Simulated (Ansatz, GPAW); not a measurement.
# Work function of a 11-layer slab of Sr(110) at several levels, part 2 of 3

Wanted: work functions and dipole of a 11-layer slab of Sr(110), with the cost of each level.

GPAW 26.7.0 and Ansatz 0.2.0; Ansatz plane waves; slab in vacuum with a dipole correction, relaxation; PAW set soft_1 (the session's first sound run).

So far, upper work function (eV): step 2 (relaxation) 2.59.

**3. The slab's potential**

The work function is the vacuum plateau of the electrostatic potential less the Fermi level; a dipole layer lets the two faces have plateaus of their own.

This step: GPAW, PAW setups; slab in vacuum (GPAW 26.7.0).

Input file run.py:

```python
import json
import numpy as np
from ase import Atoms
from gpaw import GPAW, PW

slab = Atoms(
    ['Sr', 'Sr', 'Sr', 'Sr', 'Sr', 'Sr', 'Sr', 'Sr', 'Sr', 'Sr', 'Sr'],
    positions=[
        [0.00000, 0.00000, 8.00000],
        [3.04000, 2.14960, 10.14960],
        [0.00000, 0.00000, 12.29921],
        [3.04000, 2.14960, 14.44881],
        [0.00000, 0.00000, 16.59842],
        [3.04000, 2.14960, 18.72066],
        [0.00000, 0.00000, 20.85084],
        [3.04000, 2.14960, 22.97521],
        [0.00000, 0.00000, 25.13010],
        [3.04000, 2.14960, 27.21501],
        [0.00000, 0.00000, 29.30351]],
    cell=[[6.08, 0.0, 0.0], [0.0, 4.29921, 0.0], [0.0, 0.0, 37.49605]],
    pbc=[True, True, False])

slab.calc = GPAW(mode=PW(400), xc='PBE', kpts={'size': (5, 7, 1), 'gamma': True},
                 occupations={'name': 'fermi-dirac', 'width': 0.1}, nbands='160%',
                 convergence={'density': 1e-05}, maxiter=200,
                 poissonsolver={'dipolelayer': 'xy'},
                 symmetry={'tolerance': 1e-3}, txt='slab.txt')
result = {}
energy = slab.get_potential_energy()
fermi = slab.calc.get_fermi_level()
v = slab.calc.get_electrostatic_potential().mean((0, 1)) - fermi
n = slab.calc.get_pseudo_density().mean((0, 1))
L = slab.cell[2, 2]
z = np.arange(len(v)) * L / len(v)
low, high = slab.positions[:, 2].min(), slab.positions[:, 2].max()
below, above = np.interp([low - 5.8, high + 5.8], z, v)
slopes = [np.interp(x, z, np.gradient(v, z)) for x in (low - 5.8, high + 5.8)]
eps = np.array([[slab.calc.get_eigenvalues(k, s) for k in range(len(slab.calc.get_ibz_k_points()))]
                for s in range(slab.calc.get_number_of_spins())]) - fermi
top, bottom = eps[eps < 0].max(), eps[eps > 0].min()
dipole = slab.get_dipole_moment()[2]
print(f'energy {energy:.4f} eV, Fermi level {fermi:.4f} eV, dipole {dipole:.5f} e A')
print(f'potential 5.8 A off the faces, from the Fermi level: lower {below:.4f} eV, upper {above:.4f} eV')
print(f'slope of the potential there: lower {slopes[0]:.5f}, upper {slopes[1]:.5f} eV/A')
print(f'nearest levels on the mesh: {top:.4f} and {bottom:.4f} eV')
print('magnetic moment', round(slab.get_magnetic_moment(), 3))
result.update(energy=energy, fermi=fermi, dipole=dipole, below=below, above=above, slopes=slopes, edges=[top, bottom],
              z=z.tolist(), v=v.tolist(), n=n.tolist(), positions=slab.positions.tolist(),
              forces=slab.get_forces(apply_constraint=False).tolist(), moments=slab.get_magnetic_moments().tolist())
json.dump(result, open('result.json', 'w'))
```

Command:

```sh
$ OMP_NUM_THREADS=1 OPENBLAS_NUM_THREADS=1 python run.py
```

The program printed:

```text
energy -17.0263 eV, Fermi level 1.2611 eV, dipole -0.00027 e A
potential 5.8 A off the faces, from the Fermi level: lower 2.5951 eV, upper 2.5970 eV
slope of the potential there: lower -0.00104, upper 0.00103 eV/A
nearest levels on the mesh: -0.0080 and 0.0100 eV
magnetic moment 0.0
```

It took 49 min on 1 thread of Arm Neoverse N1, shared host; peak memory 0.72 GiB.

This step gave:

| Item | Value |
| --- | --- |
| dipole along the normal | -2.66e-4 e·Å |
| levels nearest the Fermi level on the mesh | -0.008026, 0.01003 eV from the Fermi level |
| upper work function | 2.597 eV |
| lower work function | 2.595 eV |

The electrostatic potential energy of an electron (without an applied field's), less the Fermi level, planar mean oscillates, so the rows of the table below give means over windows of 2.14 Å about each position, cut where the curve ends. Its maxima inside the range that stand out by 2 % of the span (Å: eV): 9.1: -0.953, 11.2: -0.820, 13.4: -0.842, 15.5: -0.836, 17.7: -0.930, 19.7: -0.929, 22.0: -0.945, 24.1: -0.822, 26.1: -1.04, 28.3: -1.18. Its minima: 8.0: -7.07, 10.2: -6.76, 12.2: -6.70, 14.5: -6.84, 16.6: -6.85, 18.7: -6.85, 20.9: -6.83, 22.9: -6.80, 25.2: -6.83, 27.2: -6.81, 29.2: -7.07.

The electrostatic potential energy of an electron (without an applied field's), less the Fermi level, planar mean by z; means over each step:

| z (Å) | electrostatic potential energy of an electron (without an applied field's), less the Fermi level, planar mean (eV) |
| --- | --- |
| 1.07 | 2.60 |
| 3.21 | 2.59 |
| 5.35 | 2.33 |
| 7.49 | -2.72 |
| 9.63 | -3.47 |
| 11.77 | -3.41 |
| 13.91 | -3.42 |
| 16.05 | -3.43 |
| 18.19 | -3.49 |
| 20.33 | -3.47 |
| 22.47 | -3.47 |
| 24.61 | -3.43 |
| 26.75 | -3.53 |
| 28.89 | -3.68 |
| 31.03 | 1.40 |
| 33.17 | 2.56 |
| 35.31 | 2.60 |

The pseudo valence density, planar mean oscillates, so the rows of the table below give means over windows of 2.14 Å about each position, cut where the curve ends. Its maxima inside the range that stand out by 2 % of the span (Å: e/Å³): 7.9: 0.298, 10.1: 0.306, 12.2: 0.303, 14.4: 0.303, 16.5: 0.302, 18.6: 0.305, 20.8: 0.307, 22.9: 0.308, 25.1: 0.307, 27.2: 0.313, 29.4: 0.301. Its minima: 9.0: 0.0768, 11.1: 0.0771, 13.3: 0.0777, 15.4: 0.0782, 17.6: 0.0807, 19.7: 0.0790, 21.9: 0.0787, 24.0: 0.0757, 26.1: 0.0819, 28.3: 0.0819.

Table of pseudo valence density, planar mean by z; means over each step:

z (Å), pseudo valence density, planar mean (e/Å³) and a bar:
```
     1.07      0.000 
     3.21      0.000 
     5.35      0.004 #
     7.49      0.149 ########################
     9.63      0.179 #############################
    11.77      0.178 #############################
    13.91      0.178 #############################
    16.05      0.178 #############################
    18.19      0.180 #############################
    20.33      0.180 #############################
    22.47      0.180 #############################
    24.61      0.178 #############################
    26.75      0.183 ##############################
    28.89      0.177 #############################
    31.03      0.023 ####
    33.17      0.001 
    35.31      0.000
```

Force by atom:

| atom | x (eV/Å) | y (eV/Å) | z (eV/Å) | size |
| --- | --- | --- | --- | --- |
| Sr1 | 0.0000 | 0.0000 | 0.0630 | 0.0630 |
| Sr2 | 0.0000 | 0.0000 | 0.0170 | 0.0170 |
| Sr3 | 0.0000 | 0.0000 | -0.0614 | 0.0614 |
| Sr4 | 0.0000 | 0.0000 | -0.0052 | 0.0052 |
| Sr5 | 0.0000 | 0.0000 | -0.0265 | 0.0265 |
| Sr6 | 0.0000 | 0.0000 | -0.0015 | 0.0015 |
| Sr7 | 0.0000 | 0.0000 | 0.0027 | 0.0027 |
| Sr8 | 0.0000 | 0.0000 | 0.0009 | 0.0009 |
| Sr9 | 0.0000 | 0.0000 | -0.0071 | 0.0071 |
| Sr10 | 0.0000 | 0.0000 | 0.0020 | 0.0020 |
| Sr11 | 0.0000 | 0.0000 | 0.0144 | 0.0144 |

The potential is flat to 0.001 eV/Å where it is read, so the vacuum is wide enough. The geometry is the other program's minimum; here the largest force on a free atom is 0.014 eV/Å.

**4. OptPBE vdW: xc = "optPBE-vdW"**

The same geometry under optPBE-vdW, to see how far the functional moves the levels against the vacuum (the van der Waals functionals take revPBE setups).

Edit run.py of step 3 so:

```diff
@@ -22,3 +22,3 @@
 
-slab.calc = GPAW(mode=PW(400), xc='PBE', kpts={'size': (5, 7, 1), 'gamma': True},
+slab.calc = GPAW(mode=PW(400), xc='optPBE-vdW', kpts={'size': (5, 7, 1), 'gamma': True},
                  occupations={'name': 'fermi-dirac', 'width': 0.1}, nbands='160%',
```

The program printed:

```text
energy -156.7973 eV, Fermi level 1.1976 eV, dipole -0.00046 e A
potential 5.8 A off the faces, from the Fermi level: lower 2.7460 eV, upper 2.7493 eV
slope of the potential there: lower -0.00235, upper 0.00232 eV/A
nearest levels on the mesh: -0.0638 and 0.0011 eV
magnetic moment 0.0
```

Run time: 47 min. Hardware: 1 thread; peak memory 1.2 GiB.

Numbers from this step:

* dipole along the normal: -4.65e-4 e·Å
* levels nearest the Fermi level on the mesh: -0.06377, 0.001070 eV from the Fermi level
* upper work function: 2.749 eV
* lower work function: 2.746 eV

The electrostatic potential energy of an electron (without an applied field's), less the Fermi level, planar mean oscillates, so the rows of the table below give means over windows of 2.14 Å about each position, cut where the curve ends. Its maxima inside the range that stand out by 2 % of the span (Å: eV): 9.1: -0.939, 11.2: -0.801, 13.4: -0.814, 15.5: -0.810, 17.7: -0.903, 19.7: -0.902, 22.0: -0.918, 24.1: -0.794, 26.1: -1.02, 28.3: -1.16. Its minima: 8.0: -7.06, 10.2: -6.74, 12.2: -6.66, 14.5: -6.81, 16.6: -6.82, 18.7: -6.81, 20.9: -6.80, 22.9: -6.77, 25.2: -6.80, 27.2: -6.80, 29.2: -7.05.

Table of electrostatic potential energy of an electron (without an applied field's), less the Fermi level, planar mean by z; means over each step:

| z (Å) | electrostatic potential energy of an electron (without an applied field's), less the Fermi level, planar mean (eV) |
| --- | --- |
| 1.07 | 2.75 |
| 3.21 | 2.74 |
| 5.35 | 2.43 |
| 7.49 | -2.69 |
| 9.63 | -3.45 |
| 11.77 | -3.39 |
| 13.91 | -3.39 |
| 16.05 | -3.40 |
| 18.19 | -3.46 |
| 20.33 | -3.44 |
| 22.47 | -3.44 |
| 24.61 | -3.40 |
| 26.75 | -3.51 |
| 28.89 | -3.66 |
| 31.03 | 1.47 |
| 33.17 | 2.70 |
| 35.31 | 2.75 |

The pseudo valence density, planar mean oscillates, so the rows of the table below give means over windows of 2.14 Å about each position, cut where the curve ends. Its maxima inside the range that stand out by 2 % of the span (Å: e/Å³): 7.9: 0.298, 10.1: 0.306, 12.2: 0.303, 14.4: 0.303, 16.5: 0.302, 18.6: 0.305, 20.8: 0.307, 22.9: 0.308, 25.1: 0.307, 27.2: 0.313, 29.4: 0.301. Its minima: 9.0: 0.0768, 11.1: 0.0770, 13.3: 0.0776, 15.4: 0.0781, 17.6: 0.0806, 19.7: 0.0789, 21.9: 0.0785, 24.0: 0.0756, 26.1: 0.0818, 28.3: 0.0818.

Pseudo valence density, planar mean against z; means over each step:

| z (Å) | pseudo valence density, planar mean (e/Å³) |
| --- | --- |
| 1.07 | 5.5e-6 |
| 3.21 | 1.6e-4 |
| 5.35 | 0.00388 |
| 7.49 | 0.149 |
| 9.63 | 0.179 |
| 11.77 | 0.178 |
| 13.91 | 0.178 |
| 16.05 | 0.178 |
| 18.19 | 0.180 |
| 20.33 | 0.180 |
| 22.47 | 0.180 |
| 24.61 | 0.178 |
| 26.75 | 0.183 |
| 28.89 | 0.177 |
| 31.03 | 0.0229 |
| 33.17 | 6.5e-4 |
| 35.31 | 2.4e-5 |

Force by atom:

| atom | x (eV/Å) | y (eV/Å) | z (eV/Å) | size |
| --- | --- | --- | --- | --- |
| Sr1 | 0.0000 | 0.0000 | 0.0634 | 0.0634 |
| Sr2 | 0.0000 | 0.0000 | 0.0376 | 0.0376 |
| Sr3 | 0.0000 | 0.0000 | -0.0532 | 0.0532 |
| Sr4 | 0.0000 | 0.0000 | -0.0059 | 0.0059 |
| Sr5 | 0.0000 | 0.0000 | -0.0261 | 0.0261 |
| Sr6 | 0.0000 | 0.0000 | -0.0010 | 0.0010 |
| Sr7 | 0.0000 | 0.0000 | 0.0034 | 0.0034 |
| Sr8 | 0.0000 | 0.0000 | 0.0024 | 0.0024 |
| Sr9 | 0.0000 | 0.0000 | -0.0139 | 0.0139 |
| Sr10 | 0.0000 | 0.0000 | -0.0184 | 0.0184 |
| Sr11 | 0.0000 | 0.0000 | 0.0127 | 0.0127 |

The upper face's work function is 2.749 eV, against 2.597 eV in the first plane-wave PBE run at this geometry.

**5. Self-consistent run: xc = "RPBE"**

The same geometry under RPBE, to see how far the functional moves the levels against the vacuum.

Edit run.py of step 4 so:

```diff
@@ -22,3 +22,3 @@
 
-slab.calc = GPAW(mode=PW(400), xc='optPBE-vdW', kpts={'size': (5, 7, 1), 'gamma': True},
+slab.calc = GPAW(mode=PW(400), xc='RPBE', kpts={'size': (5, 7, 1), 'gamma': True},
                  occupations={'name': 'fermi-dirac', 'width': 0.1}, nbands='160%',
```

The program printed:

```text
energy -15.1291 eV, Fermi level 1.3520 eV, dipole -0.00026 e A
potential 5.8 A off the faces, from the Fermi level: lower 2.5176 eV, upper 2.5195 eV
slope of the potential there: lower -0.00127, upper 0.00126 eV/A
nearest levels on the mesh: -0.0021 and 0.0080 eV
magnetic moment 0.0
```

Wall time 52 min (1 thread); peak memory 0.72 GiB.

Numbers from this step:

```
dipole along the normal                    : -2.64e-4 e·Å
levels nearest the Fermi level on the mesh : -0.002135, 0.008010 eV from the Fermi level
upper work function                        : 2.519 eV
lower work function                        : 2.518 eV
```

The electrostatic potential energy of an electron (without an applied field's), less the Fermi level, planar mean oscillates, so the rows of the table below give means over windows of 2.14 Å about each position, cut where the curve ends. Its maxima inside the range that stand out by 2 % of the span (Å: eV): 9.1: -1.06, 11.2: -0.926, 13.4: -0.948, 15.5: -0.942, 17.7: -1.04, 19.7: -1.03, 22.0: -1.05, 24.1: -0.928, 26.1: -1.15, 28.3: -1.28. Its minima: 8.0: -7.16, 10.2: -6.85, 12.2: -6.79, 14.5: -6.94, 16.6: -6.95, 18.7: -6.94, 20.9: -6.92, 22.9: -6.90, 25.2: -6.92, 27.2: -6.91, 29.2: -7.16.

Table of electrostatic potential energy of an electron (without an applied field's), less the Fermi level, planar mean by z; means over each step:

| z (Å) | electrostatic potential energy of an electron (without an applied field's), less the Fermi level, planar mean (eV) |
| --- | --- |
| 1.07 | 2.52 |
| 3.21 | 2.51 |
| 5.35 | 2.24 |
| 7.49 | -2.80 |
| 9.63 | -3.57 |
| 11.77 | -3.51 |
| 13.91 | -3.52 |
| 16.05 | -3.53 |
| 18.19 | -3.59 |
| 20.33 | -3.56 |
| 22.47 | -3.57 |
| 24.61 | -3.53 |
| 26.75 | -3.63 |
| 28.89 | -3.77 |
| 31.03 | 1.32 |
| 33.17 | 2.48 |
| 35.31 | 2.52 |

The upper face's work function is 2.519 eV, against 2.597 eV in the first plane-wave PBE run at this geometry.

**6. Self-consistent run: xc = "revPBE"**

The same geometry under revPBE, to see how far the functional moves the levels against the vacuum.

Edit run.py of step 5 so:

```diff
@@ -22,3 +22,3 @@
 
-slab.calc = GPAW(mode=PW(400), xc='RPBE', kpts={'size': (5, 7, 1), 'gamma': True},
+slab.calc = GPAW(mode=PW(400), xc='revPBE', kpts={'size': (5, 7, 1), 'gamma': True},
                  occupations={'name': 'fermi-dirac', 'width': 0.1}, nbands='160%',
```

The program printed:

```text
energy -15.3455 eV, Fermi level 1.3355 eV, dipole -0.00031 e A
potential 5.8 A off the faces, from the Fermi level: lower 2.5193 eV, upper 2.5216 eV
slope of the potential there: lower -0.00118, upper 0.00116 eV/A
nearest levels on the mesh: -0.0189 and 0.0010 eV
magnetic moment 0.0
```

Run time: 62 min. Hardware: 1 thread; peak memory 0.73 GiB.

Numbers from this step:

- dipole along the normal: -3.14e-4 e·Å
- levels nearest the Fermi level on the mesh: -0.01890, 0.001037 eV from the Fermi level
- upper work function: 2.522 eV
- lower work function: 2.519 eV

The electrostatic potential energy of an electron (without an applied field's), less the Fermi level, planar mean oscillates, so the rows of the table below give means over windows of 2.14 Å about each position, cut where the curve ends. Its maxima inside the range that stand out by 2 % of the span (Å: eV): 9.1: -1.03, 11.2: -0.901, 13.4: -0.922, 15.5: -0.917, 17.7: -1.01, 19.7: -1.01, 22.0: -1.03, 24.1: -0.903, 26.1: -1.12, 28.3: -1.25. Its minima: 8.0: -7.14, 10.2: -6.83, 12.2: -6.77, 14.5: -6.91, 16.6: -6.93, 18.7: -6.92, 20.9: -6.90, 22.9: -6.88, 25.2: -6.90, 27.2: -6.88, 29.2: -7.13.

Electrostatic potential energy of an electron (without an applied field's), less the Fermi level, planar mean against z; means over each step:

| z (Å) | electrostatic potential energy of an electron (without an applied field's), less the Fermi level, planar mean (eV) |
| --- | --- |
| 1.07 | 2.52 |
| 3.21 | 2.51 |
| 5.35 | 2.25 |
| 7.49 | -2.78 |
| 9.63 | -3.54 |
| 11.77 | -3.49 |
| 13.91 | -3.50 |
| 16.05 | -3.51 |
| 18.19 | -3.57 |
| 20.33 | -3.54 |
| 22.47 | -3.55 |
| 24.61 | -3.51 |
| 26.75 | -3.60 |
| 28.89 | -3.75 |
| 31.03 | 1.33 |
| 33.17 | 2.49 |
| 35.31 | 2.52 |

The upper face's work function is 2.522 eV, against 2.597 eV in the first plane-wave PBE run at this geometry.

**7. Self-consistent run: xc = "vdW-DF2"**

The same geometry under vdW-DF2, to see how far the functional moves the levels against the vacuum (the van der Waals functionals take revPBE setups).

Edit run.py of step 6 so:

```diff
@@ -22,3 +22,3 @@
 
-slab.calc = GPAW(mode=PW(400), xc='revPBE', kpts={'size': (5, 7, 1), 'gamma': True},
+slab.calc = GPAW(mode=PW(400), xc='vdW-DF2', kpts={'size': (5, 7, 1), 'gamma': True},
                  occupations={'name': 'fermi-dirac', 'width': 0.1}, nbands='160%',
```

The program printed:

```text
energy -836.0507 eV, Fermi level 1.1754 eV, dipole -0.00036 e A
potential 5.8 A off the faces, from the Fermi level: lower 2.8556 eV, upper 2.8582 eV
slope of the potential there: lower -0.00176, upper 0.00177 eV/A
nearest levels on the mesh: -0.0028 and 0.0103 eV
magnetic moment 0.0
```

Elapsed: 76 min, on 1 thread; peak memory 1.2 GiB.

Numbers from this step:

| Property | Result |
| --- | --- |
| dipole along the normal | -3.63e-4 e·Å |
| levels nearest the Fermi level on the mesh | -0.002807, 0.01032 eV from the Fermi level |
| upper work function | 2.858 eV |
| lower work function | 2.856 eV |

The upper face's work function is 2.858 eV, against 2.597 eV in the first plane-wave PBE run at this geometry.

**8. Self-consistent run: xc = "LDA"**

The same geometry under LDA, to see how far the functional moves the levels against the vacuum.

Edit run.py of step 7 so:

```diff
@@ -22,3 +22,3 @@
 
-slab.calc = GPAW(mode=PW(400), xc='vdW-DF2', kpts={'size': (5, 7, 1), 'gamma': True},
+slab.calc = GPAW(mode=PW(400), xc='LDA', kpts={'size': (5, 7, 1), 'gamma': True},
                  occupations={'name': 'fermi-dirac', 'width': 0.1}, nbands='160%',
```

The program printed:

```text
energy -19.4683 eV, Fermi level 1.0920 eV, dipole -0.00036 e A
potential 5.8 A off the faces, from the Fermi level: lower 2.7195 eV, upper 2.7221 eV
slope of the potential there: lower -0.00087, upper 0.00085 eV/A
nearest levels on the mesh: -0.0752 and 0.0131 eV
magnetic moment 0.0
```

Elapsed: 49 min, on 1 thread; peak memory 0.72 GiB.

This step gave:

* dipole along the normal: -3.57e-4 e·Å
* levels nearest the Fermi level on the mesh: -0.07523, 0.01311 eV from the Fermi level
* upper work function: 2.722 eV
* lower work function: 2.719 eV

The upper face's work function is 2.722 eV, against 2.597 eV in the first plane-wave PBE run at this geometry.

**9. Real-space grid: mode = "fd"**

A real-space grid is a second complete basis, so it checks the plane-wave result.

Edit run.py of step 8 so:

```diff
@@ -3,3 +3,3 @@
 from ase import Atoms
-from gpaw import GPAW, PW
+from gpaw import GPAW
 
@@ -22,3 +22,3 @@
 
-slab.calc = GPAW(mode=PW(400), xc='LDA', kpts={'size': (5, 7, 1), 'gamma': True},
+slab.calc = GPAW(mode='fd', h=0.18, xc='PBE', kpts={'size': (5, 7, 1), 'gamma': True},
                  occupations={'name': 'fermi-dirac', 'width': 0.1}, nbands='160%',
```

The program printed:

```text
energy -17.2375 eV, Fermi level -2.5957 eV, dipole -0.00029 e A
potential 5.8 A off the faces, from the Fermi level: lower 2.5943 eV, upper 2.5962 eV
slope of the potential there: lower -0.00090, upper 0.00093 eV/A
nearest levels on the mesh: -0.0081 and 0.0100 eV
magnetic moment 0.0
```

Wall time 2.4 h (1 thread); peak memory 4.1 GiB.

Numbers from this step:

```
dipole along the normal                    : -2.90e-4 e·Å
levels nearest the Fermi level on the mesh : -0.008097, 0.01000 eV from the Fermi level
upper work function                        : 2.596 eV
lower work function                        : 2.594 eV
```

The electrostatic potential energy of an electron (without an applied field's), less the Fermi level, planar mean oscillates, so the rows of the table below give means over windows of 2.16 Å about each position, cut where the curve ends. Its maxima inside the range that stand out by 2 % of the span (Å: eV): 9.1: -0.954, 11.2: -0.828, 13.4: -0.861, 15.5: -0.839, 17.7: -0.929, 19.7: -0.907, 21.9: -0.930, 24.0: -0.844, 26.1: -1.04, 28.3: -1.19. Its minima: 8.0: -7.08, 10.1: -6.72, 12.3: -6.82, 14.4: -6.83, 16.7: -6.73, 18.7: -6.85, 20.9: -6.78, 23.0: -6.85, 25.1: -6.86, 27.1: -6.67, 29.3: -7.12.

Electrostatic potential energy of an electron (without an applied field's), less the Fermi level, planar mean against z; means over each step:

| z (Å) | electrostatic potential energy of an electron (without an applied field's), less the Fermi level, planar mean (eV) |
| --- | --- |
| 1.08 | 2.59 |
| 3.24 | 2.59 |
| 5.40 | 2.30 |
| 7.56 | -2.86 |
| 9.72 | -3.43 |
| 11.88 | -3.42 |
| 14.04 | -3.42 |
| 16.20 | -3.42 |
| 18.36 | -3.46 |
| 20.52 | -3.46 |
| 22.68 | -3.44 |
| 24.84 | -3.43 |
| 27.00 | -3.48 |
| 29.16 | -3.52 |
| 31.32 | 1.84 |
| 33.48 | 2.58 |
| 35.64 | 2.60 |

The upper face's work function is 2.596 eV, against 2.597 eV in the first plane-wave PBE run at this geometry.

**10. The ladder**

Times are for 1 thread of Arm Neoverse N1, shared host. The series side by side:

| no. | run | upper work function (eV) | lower work function (eV) | time | memory (GiB) |
| --- | --- | --- | --- | --- | --- |
| 1 | pw | 2.597 | 2.595 | 49 min | 0.72 |
| 2 | optPBE vdW | 2.749 | 2.746 | 47 min | 1.2 |
| 3 | RPBE | 2.519 | 2.518 | 52 min | 0.72 |
| 4 | revPBE | 2.522 | 2.519 | 62 min | 0.73 |
| 5 | vdW DF2 | 2.858 | 2.856 | 76 min | 1.2 |
| 6 | LDA | 2.722 | 2.719 | 49 min | 0.72 |
| 7 | fd | 2.596 | 2.594 | 2.4 h | 4.1 |

[end of part 2 of 3]

[Logs are printed without paths, hosts, clocks, repeated set-up lines and the standing remarks that a program may print on its own settings, such as how far it seeks lower states.]

[Hosts, paths, dates, database ids (printed as entryN), source tags and the programs' standing remarks are cut or masked in the printed files.]
